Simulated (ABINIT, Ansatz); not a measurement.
An input for ABINIT 10.8.3 (KRb2GaF6 (Fm-3m)):

```
acell 3*1.0 Angstrom
rprim 
  -0.000000000000 4.378547672900 4.378547672900
  4.378547672900 -0.000000000000 4.378547672900
  4.378547672900 4.378547672900 -0.000000000000
ntypat 4
znucl 19 37 31 9
natom 10
typat 1 2 2 3 4 4 4 4 4 4
xred 
  0.500000000000 0.500000000000 0.500000000000
  0.750000000000 0.750000000000 0.750000000000
  0.250000000000 0.250000000000 0.250000000000
  0.000000000000 0.000000000000 0.000000000000
  0.783440950000 0.216559050000 0.783440950000
  0.216559050000 0.216559050000 0.783440950000
  0.783440950000 0.783440950000 0.216559050000
  0.783440950000 0.216559050000 0.216559050000
  0.216559050000 0.783440950000 0.216559050000
  0.216559050000 0.783440950000 0.783440950000
pp_dirpath "pseudos"
pseudos "K.upf, Rb.upf, Ga.upf, F.upf"
ecut 45
ngkpt 2 2 2
nshiftk 1
shiftk 0 0 0
kptopt 1
chksymbreak 0
istwfk *1
occopt 1
irdwfk 1
optdriver 3
nband 249
ecuteps 5.2
inclvkb 2
awtr 1
symchi 1
indata_prefix "in"
outdata_prefix "out"
tmpdata_prefix "tmp"
```

```sh
OMP_NUM_THREADS=1 mpirun -n 8 abinit run.abi > log
```

Q: Estimate wall time and host memory on 8 MPI ranks of Arm Neoverse N1, shared host.

It took 5.1 min; on shared hardware allow 2.5 min to 10 min. Peak host memory was 5.8 GiB.

[Paths, hosts, dates, memory and timing lines, banners, echoed tables and standing remarks are left out of the program output.]

[Logs are printed without paths, hosts, clocks, repeated set-up lines and the standing remarks that a program may print on its own settings, such as how far it seeks lower states.]

[Runs of the session that timed out or met a known fault of the program may be left out.]

[Hosts, paths, dates, database ids (printed as entryN), source tags and the programs' standing remarks are cut or masked in the printed files.]

[G0W0 gaps are taken among the corrected bands and points alone; a level outside them can change the order at an edge.]

[Where Ansatz stands beside ABINIT at settings called matched, ABINIT's density can come from a denser mesh and the files from another edition; pairs whose starting gaps differed by over 0.03 eV were left out, so agreement reads better than it is.]
